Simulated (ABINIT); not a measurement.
# Quasiparticle gap of PbIF (P4/nmm) in ABINIT

Aim: the G0W0 gap of PbIF (P4/nmm) on LDA, step by step.

Calculated with ABINIT 10.8.3; LDA and many-body steps on it, plane waves.

Report form: the programs' logs are mostly left out.

### 1. Starting point

It takes space group P4/nmm (No. 129, tetragonal). Conventional cell: a = 4.237 Å, b = 4.237 Å, c = 8.800 Å, α = 90.00°, β = 90.00°, γ = 90.00°. Pb has 4 F at 2.56 Å and 4 I at 3.36 Å nearest. I has 4 Pb at 3.36 Å nearest. Nearest to F lie 4 Pb at 2.56 Å. Farther neighbours and most contacts between anions are not listed.

The cell and positions come from the Crystallography Open Database and are kept as given unless a step says otherwise. Spin-orbit coupling is left out unless a step names it.

### 2. Ground state

This step: ABINIT 10.8.3; DFT, LDA, plane waves, norm-conserving pseudopotentials.

The ground-state density comes first.

Contents of run.abi:

```
acell 3*1.0 Angstrom
rprim 
  4.237400000000 0.000000000000 0.000000000000
  0.000000000000 4.237400000000 0.000000000000
  0.000000000000 0.000000000000 8.800000000000
ntypat 3
znucl 82 53 9
natom 6
typat 1 1 2 2 3 3
xred 
  0.500000000000 0.000000000000 0.163920000000
  0.000000000000 0.500000000000 0.836080000000
  0.500000000000 0.000000000000 0.662970000000
  0.000000000000 0.500000000000 0.337030000000
  0.000000000000 0.000000000000 0.000000000000
  0.500000000000 0.500000000000 0.000000000000
pp_dirpath "pseudos"
pseudos "Pb.upf, I.upf, F.upf"
ecut 36
ngkpt 4 4 2
nshiftk 1
shiftk 0 0 0
kptopt 1
chksymbreak 0
nband 53
occopt 1
tolvrs 1e-08
nstep 60
prtwf 0
optforces 0
optstress 0
indata_prefix "in"
outdata_prefix "out"
tmpdata_prefix "tmp"
```

On the command line:

```
OMP_NUM_THREADS=1 mpirun -n 8 abinit run.abi > log
```

It took 48 s on 8 MPI ranks of AMD EPYC 9B14 (Zen 4), shared host; peak memory 0.96 GiB; 6.3 min of CPU time.

This step gave:

| Item | Value |
| --- | --- |
| total energy | -19500.4749 eV |
| gap | 1.560 eV |
| k of the valence top | 0, 0, 0.5 |
| k of the conduction bottom | 0, 0, 0.5 |
| least direct gap | 1.560 eV |

The gap is direct, at (0.000, 0.000, 0.500).

### 3. Bands along the symmetry lines

The cheap functional maps the bands first; the places of the edges decide which points the dearer methods must see.

Contents of run.abi:

```
acell 3*1.0 Angstrom
rprim 
  4.237400000000 0.000000000000 0.000000000000
  0.000000000000 4.237400000000 0.000000000000
  0.000000000000 0.000000000000 8.800000000000
ntypat 3
znucl 82 53 9
natom 6
typat 1 1 2 2 3 3
xred 
  0.500000000000 0.000000000000 0.163920000000
  0.000000000000 0.500000000000 0.836080000000
  0.500000000000 0.000000000000 0.662970000000
  0.000000000000 0.500000000000 0.337030000000
  0.000000000000 0.000000000000 0.000000000000
  0.500000000000 0.500000000000 0.000000000000
pp_dirpath "pseudos"
pseudos "Pb.upf, I.upf, F.upf"
ecut 36
iscf -2
irdden 1
kptopt 0
nkpt 39
kpt 
  0.00000000 0.00000000 0.00000000
  0.00000000 0.12500000 0.00000000
  0.00000000 0.25000000 0.00000000
  0.00000000 0.37500000 0.00000000
  0.00000000 0.50000000 0.00000000
  0.12500000 0.50000000 0.00000000
  0.25000000 0.50000000 0.00000000
  0.37500000 0.50000000 0.00000000
  0.50000000 0.50000000 0.00000000
  0.37500000 0.37500000 0.00000000
  0.25000000 0.25000000 0.00000000
  0.12500000 0.12500000 0.00000000
  0.00000000 0.00000000 0.00000000
  0.00000000 0.00000000 0.12500000
  0.00000000 0.00000000 0.25000000
  0.00000000 0.00000000 0.37500000
  0.00000000 0.00000000 0.50000000
  0.00000000 0.12500000 0.50000000
  0.00000000 0.25000000 0.50000000
  0.00000000 0.37500000 0.50000000
  0.00000000 0.50000000 0.50000000
  0.12500000 0.50000000 0.50000000
  0.25000000 0.50000000 0.50000000
  0.37500000 0.50000000 0.50000000
  0.50000000 0.50000000 0.50000000
  0.37500000 0.37500000 0.50000000
  0.25000000 0.25000000 0.50000000
  0.12500000 0.12500000 0.50000000
  0.00000000 0.00000000 0.50000000
  0.00000000 0.50000000 0.00000000
  0.00000000 0.50000000 0.12500000
  0.00000000 0.50000000 0.25000000
  0.00000000 0.50000000 0.37500000
  0.00000000 0.50000000 0.50000000
  0.50000000 0.50000000 0.00000000
  0.50000000 0.50000000 0.12500000
  0.50000000 0.50000000 0.25000000
  0.50000000 0.50000000 0.37500000
  0.50000000 0.50000000 0.50000000
istwfk *1
nband 53
nbdbuf 2
tolwfr 1e-08
nstep 40
prtwf 0
prtvol 0
indata_prefix "in"
outdata_prefix "out"
tmpdata_prefix "tmp"
```

It took 65 s on 8 MPI ranks; peak memory 1.1 GiB; 8.7 min of CPU time.

This step gave:

```yaml
gap: 1.560 eV
k_of_the_valence_top: 0, 0, 0.5
k_of_the_conduction_bottom: 0, 0, 0.5
least_direct_gap: 1.560 eV
```

The gap is 1.560 eV, as in the run before at this level.

Electronic bands along the path, in eV, zero at the top of the highest filled band:

| point | band 43 | band 44 | band 45 | band 46 | band 47 | band 48 | band 49 | band 50 |
| --- | --- | --- | --- | --- | --- | --- | --- | --- |
| Γ | -1.14 | -0.83 | -0.83 | -0.31 | 1.99 | 3.23 | 4.97 | 4.97 |
| halfway | -0.89 | -0.62 | -0.61 | -0.34 | 3.07 | 3.64 | 3.67 | 4.36 |
| X | -0.63 | -0.63 | -0.48 | -0.48 | 3.32 | 3.32 | 3.95 | 3.95 |
| halfway | -1.54 | -1.54 | -0.98 | -0.98 | 3.04 | 3.04 | 4.01 | 4.01 |
| M | -1.83 | -1.83 | -0.91 | -0.91 | 2.75 | 2.75 | 3.69 | 3.69 |
| halfway | -1.43 | -0.89 | -0.57 | -0.50 | 2.80 | 3.79 | 3.82 | 4.27 |
| Γ | -1.14 | -0.83 | -0.83 | -0.31 | 1.99 | 3.23 | 4.97 | 4.97 |
| halfway | -1.23 | -0.73 | -0.73 | -0.16 | 1.75 | 3.21 | 4.84 | 4.84 |
| Z | -1.29 | -0.66 | -0.66 | 0.00 | 1.56 | 3.11 | 4.75 | 4.75 |
| halfway | -0.99 | -0.60 | -0.51 | -0.45 | 2.71 | 3.20 | 4.32 | 4.46 |
| R | -0.74 | -0.74 | -0.48 | -0.48 | 3.28 | 3.28 | 3.96 | 3.96 |
| halfway | -1.65 | -1.65 | -0.80 | -0.80 | 2.60 | 2.60 | 4.46 | 4.46 |
| A | -2.46 | -2.46 | -1.02 | -1.02 | 3.55 | 3.55 | 3.57 | 3.57 |
| halfway | -1.58 | -0.95 | -0.68 | -0.57 | 2.46 | 3.89 | 4.31 | 4.34 |
| Z | -1.29 | -0.66 | -0.66 | 0.00 | 1.56 | 3.11 | 4.75 | 4.75 |
| jump to X | -0.63 | -0.63 | -0.48 | -0.48 | 3.32 | 3.32 | 3.95 | 3.95 |
| halfway | -0.68 | -0.68 | -0.48 | -0.48 | 3.30 | 3.30 | 3.95 | 3.95 |
| R | -0.74 | -0.74 | -0.48 | -0.48 | 3.28 | 3.28 | 3.96 | 3.96 |
| jump to M | -1.83 | -1.83 | -0.91 | -0.91 | 2.75 | 2.75 | 3.69 | 3.69 |
| halfway | -2.03 | -2.03 | -0.96 | -0.96 | 3.06 | 3.06 | 3.62 | 3.62 |
| A | -2.46 | -2.46 | -1.02 | -1.02 | 3.55 | 3.55 | 3.57 | 3.57 |

### 4. Empty states on the mesh, 2×2×1 mesh, 164 bands

The sums over transitions need many empty states on a uniform mesh; this step solves for them.

Contents of run.abi:

```
acell 3*1.0 Angstrom
rprim 
  4.237400000000 0.000000000000 0.000000000000
  0.000000000000 4.237400000000 0.000000000000
  0.000000000000 0.000000000000 8.800000000000
ntypat 3
znucl 82 53 9
natom 6
typat 1 1 2 2 3 3
xred 
  0.500000000000 0.000000000000 0.163920000000
  0.000000000000 0.500000000000 0.836080000000
  0.500000000000 0.000000000000 0.662970000000
  0.000000000000 0.500000000000 0.337030000000
  0.000000000000 0.000000000000 0.000000000000
  0.500000000000 0.500000000000 0.000000000000
pp_dirpath "pseudos"
pseudos "Pb.upf, I.upf, F.upf"
ecut 36
ngkpt 2 2 1
nshiftk 1
shiftk 0 0 0
kptopt 1
chksymbreak 0
iscf -2
irdden 1
istwfk *1
nband 164
nbdbuf 14
tolwfr 1e-09
nstep 60
prtvol 0
indata_prefix "in"
outdata_prefix "out"
tmpdata_prefix "tmp"
```

On the command line:

```
OMP_NUM_THREADS=2 mpirun -n 3 abinit run.abi > log
```

The job ended after 60 s (3 MPI ranks; peak memory 0.42 GiB).

Numbers from this step:

| Quantity | Value |
| --- | --- |
| gap | 2.304 eV |
| k of the valence top | 0, 0, 0 |
| k of the conduction bottom | 0, 0, 0 |
| least direct gap | 2.304 eV |
| k points computed | 3 |
| lowest point of the top converged band, above the valence top | 38.65 eV |

On this mesh the gap is 2.304 eV. The earlier step found 1.560 eV, so this mesh misses an edge.

### 5. Screening, 2×2×1 mesh, 150 bands, screening to 106.1 eV

The RPA dielectric matrix is built and inverted for each q.

This step: RPA screening on LDA, plane waves, norm-conserving pseudopotentials.

run.abi: that of step 4 with these lines changed.

```diff
@@ -24,10 +24,11 @@
 chksymbreak 0
-iscf -2
-irdden 1
 istwfk *1
-nband 164
-nbdbuf 14
-tolwfr 1e-09
-nstep 60
-prtvol 0
+occopt 1
+irdwfk 1
+optdriver 3
+nband 150
+ecuteps 3.9
+inclvkb 2
+awtr 1
+symchi 1
 indata_prefix "in"
```

On the command line:

```
OMP_NUM_THREADS=1 mpirun -n 8 abinit run.abi > log
```

Run time: 24 s. Hardware: 8 MPI ranks; peak memory 2.7 GiB; 3.1 min of CPU time.

This step gave:

| Quantity | Value |
| --- | --- |
| ε∞ with local fields, on this mesh, along the program's q direction | 7.190 |
| the same without local fields | 8.303 |
| plasma frequency | 28.33 eV |
| plane waves in the screening matrix | 387 |

Local fields lower ε∞ by 13 %. On a Γ-centred mesh this coarse the value itself is usually too large, while a short band sum pulls it down.

### 6. Self-energy, 2×2×1 mesh, 150 bands, screening to 106.1 eV

The self-energy is evaluated for the states that the input lists, and the levels follow from it, in one-shot runs by the linearised quasiparticle equation.

This step: G0W0 on LDA, plane waves, norm-conserving pseudopotentials.

run.abi: that of step 5 with these lines changed.

```diff
@@ -27,8 +27,15 @@
 irdwfk 1
-optdriver 3
+optdriver 4
 nband 150
+gwcalctyp 0
+ecutsigx 36
+symsigma 1
+nkptgw 1
+kptgw 
+  0.0000000000 0.0000000000 0.0000000000
+bdgw 
+  44 48
 ecuteps 3.9
-inclvkb 2
-awtr 1
-symchi 1
+irdscr 1
+ppmodel 1
 indata_prefix "in"
```

The job ended after 7.6 s (8 MPI ranks; peak memory 1.5 GiB).

Numbers from this step:

```yaml
g0w0_gap_on_the_points_computed: 4.017 eV
starting_gap_on_the_mesh: 2.304 eV
k_of_the_valence_top: 0, 0, 0
k_of_the_conduction_bottom: 0, 0, 0
z_at_the_valence_top: 0.805
z_at_the_conduction_bottom: 0.821
least_direct_g0w0_gap_on_the_computed_points: 4.017 eV
```

The gap on the mesh goes from 2.30 eV to 4.02 eV, a correction of +1.71 eV. The start differs from the 1.56 eV found before because the two sample other k points.

Limits: finite bands, cutoff and mesh; no spin-orbit coupling; coarse k mesh. v1 is the top filled band, c1 the lowest empty one. The levels before and after the correction (eV, zero at the valence-band top of each column):

```csv
,conduction bottom,valence top
Kohn-Sham,2.30,0.00
G0W0,4.02,0.00
```

```
             level  energy (eV)
Kohn-Sham  Γ v3-v2       -0.521
Kohn-Sham     Γ v1        0.000
Kohn-Sham     Γ c1        2.304
Kohn-Sham     Γ c2        3.542
     G0W0  Γ v3-v2       -0.598
     G0W0     Γ v1        0.000
     G0W0     Γ c1        4.017
     G0W0     Γ c2        5.280
```

### 7. Where the time went

Times are wall times on the hardware named with each run, good to a factor of about two.

```
                          step   time  share  memory (GiB)
                  ground state   48 s   23 %          0.96
bands along the symmetry lines   65 s   32 %           1.1
      empty states on the mesh   60 s   29 %          0.42
                     screening   24 s   12 %           2.7
                   self-energy  7.6 s    4 %           1.5
```

### 8. What came out

| Quantity | Value |
| --- | --- |
| LDA gap | 1.56 eV, direct |
| G0W0 gap on the mesh | 4.02 eV |
| G0W0 gap over the zone (rigid shift) | 3.27 eV |
| GW settings | 2×2×1 mesh, 150 bands, screening to 106.1 eV, Godby-Needs plasmon pole |
| known limits | not at the basis limit; no spin-orbit coupling; coarse k mesh |

In words: G0W0 moves the gap on the mesh from 2.30 eV to 4.02 eV (+1.71 eV), with Z of 0.81 and 0.82 at the edges. The mesh misses the band edges by 0.74 eV in all; a rigid shift gives 3.27 eV for the zone. Local fields lower the RPA ε∞ on this mesh from 8.30 to 7.19; a Γ-centred mesh this coarse tends to raise both, most where the direct gap is narrow, while a short band sum lowers them. Only 1 of the mesh's irreducible points was corrected, so a valley elsewhere could overtake. Bands and cutoff are finite, so the gap is not at the basis limit. The miss can reach some tenths of an eV and take either sign; the mesh is an error of its own. In the G0W0 run levels were corrected at 1 k point alone, so a gap called «on the mesh» is the least over those, and an edge elsewhere would be missed. A denser mesh or path gives a starting gap of 1.56 eV: the GW mesh misses a band edge, so its gaps are not the fundamental one. The 2×2×1 mesh is coarse for this cell, which bears on the long-range parts of exchange and screening. Where an edge is built on 6p states of lead, bismuth or thallium, scalar-relativistic gaps usually stand too wide, by a few tenths to over one eV. The many-body steps are scalar-relativistic: spin-orbit coupling is not in them.

[Paths, hosts, dates, memory and timing lines, banners, echoed tables and standing remarks are left out of the program output.]

[Logs are printed without paths, hosts, clocks, repeated set-up lines and the standing remarks that a program may print on its own settings, such as how far it seeks lower states.]

[Runs of the session that timed out or met a known fault of the program may be left out.]

[Hosts, paths, dates, database ids (printed as entryN), source tags and the programs' standing remarks are cut or masked in the printed files.]

[G0W0 gaps are taken among the corrected bands and points alone; a level outside them can change the order at an edge.]

[Where Ansatz stands beside ABINIT at settings called matched, ABINIT's density can come from a denser mesh and the files from another edition; pairs whose starting gaps differed by over 0.03 eV were left out, so agreement reads better than it is.]
